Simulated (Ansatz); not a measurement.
# Quasiparticle gap of Be5Pt (F-43m), part 2 of 3

How far does one-shot GW move the HSE06 gap of Be5Pt (F-43m)?

Ansatz 0.2.0; HSE06, then G0W0 on it, plane waves, PAW. Known limits of the many-body steps: finite bands, screening cutoff and k mesh; no spin-orbit coupling in G0W0; no spin polarisation.

So far. Step 2 (HSE06 levels on the mesh and at listed points): Over mesh and listed points the gap is 0.375 eV, from k = (-0.150, 0.000, 0.150) to k = (-0.500, -0.500, 0.000). The least direct gap found is 1.117 eV, at k = (-0.500, -0.250, 0.250). On the 4×4×4 mesh alone the same run gives 0.702 eV, so that mesh misses an edge of HSE06: 0.702 − 0.375 = +0.327 eV. The program's warnings for this run: metallic iterate.

In doubt: masses and optical values from hybrid runs of this build are listed as unsure, which bears on the screening that GW takes from such a start.

**3. G0W0 on the 6×6×6 mesh**

G0W0 replaces the xc potential by a self-energy built once from the orbitals of the start. Levels are corrected in the window of bands that the input names, at points of the mesh.

This step: G0W0 on HSE06, plane waves, PAW.

input.yaml

```yaml
crystal:
  lattice:
    - [0.0, 2.98130207, 2.98130207]
    - [2.98130207, 0.0, 2.98130207]
    - [2.98130207, 2.98130207, 0.0]
  atoms:
    - { symbol: Be, position: [0.25, 0.25, 0.25] }
    - { symbol: Be, position: [0.62426262, 0.62426262, 0.12721213] }
    - { symbol: Be, position: [0.62426262, 0.12721213, 0.62426262] }
    - { symbol: Be, position: [0.12721213, 0.62426262, 0.62426262] }
    - { symbol: Be, position: [0.62426262, 0.62426262, 0.62426262] }
    - { symbol: Pt, position: [0.0, 0.0, 0.0] }
kpoints:
  mp_grid: { grid: [6, 6, 6] }
hamiltonian:
  xc: hse06
  pseudopotentials: { kind: paw, source: ansatz }
scf:
  occupations: { method: fixed }
gw:
  n_empty_bands: 315
  ecut_chi: 190.0
  qp_bands: [v2, c2]
  qp_kpoints: band_edges
  screening: { model: contour_deformation }
```

Run with:

```bash
ansatz run input.yaml --threads 4 --pin off --max-ram 138240MiB --backend cuda --events-out ev --progress --plain --runs-dir out --devices 1 --max-vram 26GiB
```

Numbers of over 12 decimals in the logs are rounded to 6 here.

Log:

```text
GPUs: using 1 of 1 available (devices: 1).
[...]
GPU FFT provider: cuFFT
GPU libraries: cuBLAS 13.8.2, cuFFT 12.4.0, cuSOLVER 12.3.4
Crystal: 6 atoms, lattice volume = 52.997 Å³
Basis set: ecut = 960 eV, 3527 PW (Γ)
Bands: 25, of which v1, the nominal top of the filled ones, is band 19 counted from 1 (18 counted from 0)
Symmetry: 24 space group operations
[...]
k-points: 16 of 216 (time reversal used)
[...]
GPU buffer pool allocated for 262144 grid points (all kernels)
[...]
SCF iter   1: F=—  HF=-14575.066032 eV  |F-HF|=—  |Δ(HF+E_count)|=         —  Δρ=2.41e-1  dr2=5.78e1  ethr=1.00e-1  ⟨swp⟩=5.4  Hψ=1460  notcnv=0
[...]
SCF iter   8: F=-14564.576638 eV  HF=-14564.576641 eV  |F-HF|=2.96e-6  |Δ(HF+E_count)|=   3.37e-6  Δρ=6.19e-5  dr2=3.29e-6  ethr=2.41e-8  ⟨swp⟩=4.1  Hψ=1322  notcnv=0
SCF 1 stopped early in 8 iterations: F = -14564.576638 eV  dr2 = 3.29e-6
[...]
GPU FFT provider: cuFFT
GPU libraries: cuBLAS 13.8.2, cuFFT 12.4.0, cuSOLVER 12.3.4
[...]
GPU buffer pool allocated for 262144 grid points (all kernels)
[...]
Frozen-core exchange: fock
SCF iter   1: F=—  HF=-14567.080647 eV  |F-HF|=—  |Δ(HF+E_count)|=         —  Δρ=1.17e-2  dr2=1.07e-1  ethr=8.66e-8  ⟨swp⟩=7.7  Hψ=2372  notcnv=0
[...]
SCF iter   8: F=-14567.058349 eV  HF=-14567.058350 eV  |F-HF|=7.79e-7  |Δ(HF+E_count)|=   9.97e-6  Δρ=3.03e-5  dr2=2.29e-6  ethr=6.01e-8  ⟨swp⟩=3.0  Hψ=1088  notcnv=0
SCF 2 stopped early in 8 iterations: F = -14567.058349 eV  dr2 = 2.29e-6
[...]
hybrid outer 1: dexx = +6.530e-3 eV, tail = 1.77e-5 eV
GPU FFT provider: cuFFT
GPU libraries: cuBLAS 13.8.2, cuFFT 12.4.0, cuSOLVER 12.3.4
GPU buffer pool allocated for 262144 grid points (all kernels)
[...]
Frozen-core exchange: fock
SCF iter   1: F=—  HF=-14567.058664 eV  |F-HF|=—  |Δ(HF+E_count)|=         —  Δρ=9.42e-5  dr2=2.31e-6  ethr=2.33e-7  ⟨swp⟩=3.0  Hψ=947  notcnv=0
[...]
SCF iter   3: F=-14567.058663 eV  HF=-14567.058663 eV  |F-HF|=2.49e-9  |Δ(HF+E_count)|=   3.23e-8  Δρ=3.68e-6  dr2=2.85e-8  ethr=2.59e-10  ⟨swp⟩=3.0  Hψ=944  notcnv=0
SCF 3 converged in 3 iterations: F = -14567.058663 eV  dr2 = 2.85e-8
[...]
NSCF: frozen V_eff on 16 k-points
Exchange-term sweep: 0 of 16 (spin, k) points
Exchange-term sweep: 1 of 16 (spin, k) points
Exchange-term sweep: 2 of 16 (spin, k) points
Exchange-term sweep: 3 of 16 (spin, k) points
Exchange-term sweep: 4 of 16 (spin, k) points
Exchange-term sweep: 5 of 16 (spin, k) points
Exchange-term sweep: 6 of 16 (spin, k) points
Exchange-term sweep: 7 of 16 (spin, k) points
Exchange-term sweep: 8 of 16 (spin, k) points
Exchange-term sweep: 9 of 16 (spin, k) points
Exchange-term sweep: 10 of 16 (spin, k) points
Exchange-term sweep: 11 of 16 (spin, k) points
Exchange-term sweep: 12 of 16 (spin, k) points
Exchange-term sweep: 13 of 16 (spin, k) points
Exchange-term sweep: 14 of 16 (spin, k) points
Exchange-term sweep: 15 of 16 (spin, k) points
Exchange-term sweep: 16 of 16 (spin, k) points
G₀W₀ screening: q 1/16
[... further progress lines ...]
[...]
Free energy (F): -14567.058664 eV
Frozen-core exchange: fock
[...]
Internal energy: -14567.058664 eV  (E = F + TS)
E sigma→0 (E₀):  -14567.058664 eV
Fermi energy:    13.207678 eV
[...]
--- Band table (eV; the first three rows and the last of 16) ---
  k-point 0: bands = [... 15 lower, 8.7841, 13.0040, 13.0040, 13.0040, 16.3917, 17.0425, 17.0425]
  k-point 1: bands = [... 15 lower, 8.7659, 11.4549, 12.7836, 12.7836, 16.4626, 16.4626, 16.6547]
  k-point 2: bands = [... 15 lower, 8.2199, 10.0841, 11.9145, 11.9145, 16.1889, 16.1889, 16.9693]
  k-point 15: bands = [... 15 lower, 8.3781, 8.5382, 9.5184, 12.1122, 13.7660, 18.1105, 18.1547]
  guard bands above this table: 3 of the run's 25 bands. The solve was not asked for them (output.publish_guard_bands: true or output.eigenvalues: true publishes all)
--- G₀W₀: contour deformation, 8 samples at zero and on the imaginary axis and 2 off it, 216 q-points, 315 empty bands' worth ---
  eigenvalues of the whole cell's RPA ε∞ on this k-mesh (on a slab, of 1 + 4πα/V) = 17.8978, 17.8978, 17.8978; static W/v taken at q = 0 is 0.055873
  bands read: the sum over 334 bands ends inside a degenerate multiplet in 4 slots, whose members it reads at an even weight; the widest, k=0: bands 333 to 335 (counted from 1) at 2/3 each
  gw.qp_kpoints: band_edges: 12 of 16 stored k-points solved, in 2 passes; an edge of the gap read off the rows below is read off those points alone
    valence top: of the k-points left out ik 4 came nearest to being solved in a further pass, in band 19 (counted from 1, as in the quasiparticle table): it holds the edge there only if its correction is more favourable than any solved in that band by at least 0.648 eV; those differ by 0.317 eV
    conduction bottom: of the k-points left out ik 5 came nearest to being solved in a further pass, in band 20 (counted from 1, as in the quasiparticle table): it holds the edge there only if its correction is more favourable than any solved in that band by at least 0.529 eV; those differ by 0.501 eV
    ik  band        ε_KS         Σx   Σc(E_QP)       V_xc       Z   E_QP_lin       E_QP  E_QP is
     0    18     13.0040   -15.2239     0.3683   -14.7249  0.7969    12.8732    12.8734  root
     0    19     13.0040   -15.2239     0.3683   -14.7249  0.7969    12.8732    12.8734  root
     0    20     16.3917    -8.3495    -4.5082   -12.4035  0.7868    15.9399    15.9375  root
     0    21     17.0425   -11.2971    -3.8240   -14.9353  0.7929    16.8573    16.8569  root
     1    18     12.7836   -15.5244     0.4933   -14.9211  0.7970    12.6734    12.6736  root
     1    19     12.7836   -15.5244     0.4933   -14.9211  0.7970    12.6734    12.6736  root
     1    20     16.4626   -11.5396    -3.7289   -15.0992  0.7897    16.2937    16.2934  root
     1    21     16.4626   -11.5396    -3.7289   -15.0992  0.7897    16.2937    16.2934  root
     2    18     11.9145   -15.2935     0.8737   -14.3297  0.7934    11.8242    11.8243  root
     2    19     11.9145   -15.2935     0.8737   -14.3297  0.7934    11.8242    11.8243  root
     2    20     16.1889   -12.8535    -3.7069   -16.4192  0.7856    16.0480    16.0477  root
     2    21     16.1889   -12.8535    -3.7069   -16.4192  0.7856    16.0480    16.0477  root
     3    18     11.2867   -14.3674     1.0511   -13.2167  0.7899    11.1871    11.1873  root
     3    19     11.2867   -14.3674     1.0511   -13.2167  0.7899    11.1871    11.1873  root
     3    20     16.2407   -13.6808    -3.7277   -17.2813  0.7833    16.1137    16.1134  root
     3    21     16.2407   -13.6808    -3.7277   -17.2813  0.7833    16.1137    16.1134  root
     7    18     10.3817   -18.9078     1.9280   -17.0483  0.7658    10.4501    10.4502  root
     7    19     11.7527   -15.6716     0.9921   -14.5995  0.7927    11.6727    11.6728  root
     7    20     15.9774   -12.6638    -3.6991   -16.2329  0.7845    15.8477    15.8474  root
     7    21     16.4150    -9.8695    -4.1629   -13.7553  0.7831    16.1388    16.1379  root
     8    18     11.0840   -20.5751     1.7845   -18.8752  0.7742    11.1685    11.1686  root
     8    19     13.2077   -14.1490     0.3312   -13.6525  0.8053    13.0422    13.0425  root
     8    20     15.1188   -13.8528    -3.2582   -17.0501  0.7899    15.0580    15.0580  root
     8    21     16.5569    -9.5907    -4.2344   -13.4973  0.7850    16.2303    16.2291  root
     9    18      9.9846   -19.1573     2.0912   -17.1608  0.7657    10.0793    10.0794  root
     9    19     10.3492   -21.6964     2.3269   -19.5210  0.7587    10.5003    10.5007  root
     9    20     14.0229   -17.3672    -2.6551   -20.0423  0.7845    14.0430    14.0430  root
     9    21     19.2736    -7.7814    -5.1119   -12.5647  0.7772    18.9465    18.9451  root
    10    18      9.5416   -17.9869     2.1426   -15.9234  0.7647     9.6207     9.6208  root
    10    19     11.1246   -18.4362     1.5126   -16.9312  0.7748    11.1321    11.1321  root
    10    20     14.0453   -15.2168    -2.8254   -18.0134  0.7870    14.0165    14.0164  root
    10    21     18.3034    -8.1450    -4.8421   -12.6664  0.7835    17.9838    17.9827  root
    11    18     10.4942   -17.5185     1.7064   -15.8305  0.7765    10.5125    10.5125  root
    11    19     11.1380   -18.3103     1.4394   -16.8773  0.7745    11.1444    11.1444  root
    11    20     15.1360   -10.0174    -3.6210   -13.4341  0.7890    14.9324    14.9318  root
    11    21     17.1031   -10.1017    -4.3431   -14.2090  0.7830    16.8678    16.8674  root
    12    18      8.6019   -15.4716     2.2267   -13.2980  0.7634     8.6549     8.6549  root
    12    19     10.9434   -22.2080     2.0655   -20.2597  0.7663    11.0604    11.0607  root
    12    20     13.7081   -17.5661    -2.5094   -20.1228  0.7833    13.7553    13.7553  root
    12    21     19.2042    -5.6311    -5.2165   -10.4687  0.7826    18.8273    18.8252  root
    13    18     10.2932   -21.7322     2.3190   -19.5635  0.7601    10.4431    10.4436  root
    13    19     11.5315   -14.5335     0.9149   -13.5130  0.7900    11.4258    11.4260  root
    13    20     14.6443   -13.9704    -3.1395   -17.0256  0.7877    14.5600    14.5599  root
    13    21     17.4241    -9.3885    -4.5366   -13.6258  0.7830    17.1259    17.1249  root
    15    18      9.5184   -24.1463     2.9307   -21.4708  0.7520     9.7725     9.7736  root
    15    19     12.1122   -15.0567     0.6745   -14.2543  0.7923    11.9841    11.9844  root
    15    20     13.7660   -14.3081    -2.7431   -17.0123  0.7892    13.7270    13.7270  root
    15    21     18.1105    -9.1919    -4.7628   -13.6472  0.7818    17.8041    17.8031  root
```

The job ended after 99 s (1 × NVIDIA H100 80GB HBM3 (shared by 3 runs) with 4 threads of AMD EPYC 7R13 (Zen 3), shared host; peak memory 2.9 GiB).

This step gave:

```
bands summed                                    : 334
RPA ε∞ on this mesh (eigenvalues)               : 17.90, 17.90, 17.90
plane waves in the screening matrix             : 331
q-points in the mesh                            : 216
G0W0 gap over the corrected points              : 0.6845 eV
k of the valence top                            : 0, 0.1667, -0.1667
k of the conduction bottom                      : 0.1667, -0.5, -0.3333
starting gap on the mesh                        : 0.5004 eV
Z at the valence top                            : 0.8053
Z at the conduction bottom                      : 0.7892
least direct G0W0 gap over the corrected points : 1.743 eV
```

Over 12 of 16 irreducible mesh points the G0W0 gap is 0.685 eV, from k = (0.000, 0.167, -0.167) to k = (0.167, -0.500, -0.333). The HSE06 gap of this run on the mesh is 0.500 eV. Other states bound it: the two that bound the G0W0 gap lie 0.558 eV apart in HSE06, so state for state the correction is 0.685 − 0.558 = +0.127 eV, while gap against gap it is 0.685 − 0.500 = +0.185 eV. The start of this run differs from the step before in mesh (4×4×4 and 6×6×6), files (soft_1 PAW and hard PAW) and plane-wave cutoff (420 eV and 960 eV). The program's warnings for this run: metallic iterate.

Labels follow the order of the start: v1 is the top filled band, c1 the lowest empty one; levels that stay degenerate share a row, the window can cut a multiplet, doubted levels are not marked in this list, bands outside the window were not corrected, and the list may be a part of the corrected levels. Levels before and after the correction, in eV, zero at the valence-band top of each column:

```
       conduction bottom  valence top
HSE06               0.50         0.00
 G0W0               0.68         0.00
```

```
                        level  occupation  energy (eV)
HSE06     (0 0.167 -0.167) v2           2       -2.124
HSE06     (0 0.167 -0.167) v1           2        0.000
HSE06     (0 0.167 -0.167) c1           0        1.911
HSE06     (0 0.167 -0.167) c2           0        3.349
HSE06  (0.167 -0.5 -0.333) v2           2       -3.689
HSE06  (0.167 -0.5 -0.333) v1           2       -1.095
HSE06  (0.167 -0.5 -0.333) c1           0        0.558
HSE06  (0.167 -0.5 -0.333) c2           0        4.903
 G0W0     (0 0.167 -0.167) v2           2       -1.874
 G0W0     (0 0.167 -0.167) v1           2        0.000
 G0W0     (0 0.167 -0.167) c1           0        2.015
 G0W0     (0 0.167 -0.167) c2           0        3.187
 G0W0  (0.167 -0.5 -0.333) v2           2       -3.269
 G0W0  (0.167 -0.5 -0.333) v1           2       -1.058
 G0W0  (0.167 -0.5 -0.333) c1           0        0.685
 G0W0  (0.167 -0.5 -0.333) c2           0        4.761
```

The parts of the quasiparticle energy for the two states that bound the G0W0 gap, in eV on the run's own scale (QP = start + Σx + Σc − Vxc, with Σc at the quasiparticle energy):

```
             edge                        k  band   start       Σx      Σc      Vxc      Z      QP
      valence top   (0.000, 0.167, -0.167)    19  13.208  −14.149   0.331  −13.652  0.805  13.043
conduction bottom  (0.167, -0.500, -0.333)    20  13.766  −14.308  −2.743  −17.012  0.789  13.727
```

For a hybrid start, Vxc holds its share of exact exchange.

(Continued in part 3 of 3.)

[Paths, hosts, dates, memory and timing lines, banners, echoed tables and standing remarks are left out of the program output.]

[Logs are printed without paths, hosts, clocks, repeated set-up lines and the standing remarks that a program may print on its own settings, such as how far it seeks lower states.]

[Runs of the session that timed out or met a known fault of the program may be left out.]

[Cells called generated may have been cut or substituted from an entry of the Crystallography Open Database or the Materials Project.]

[Hosts, paths, dates, database ids (printed as entryN), source tags and the programs' standing remarks are cut or masked in the printed files.]

[Where an RPA ε∞ is given, it is that of the G0W0 mesh and is not shown converged in it. Names of k-points follow the symmetry that the program found, which can be lower than the space group named. Band edges on a path are those of the sampled points; other points can move an edge, and change direct to indirect where valleys lie close.]

[Hybrid gaps are those of their k-mesh and are not shown converged in it.]
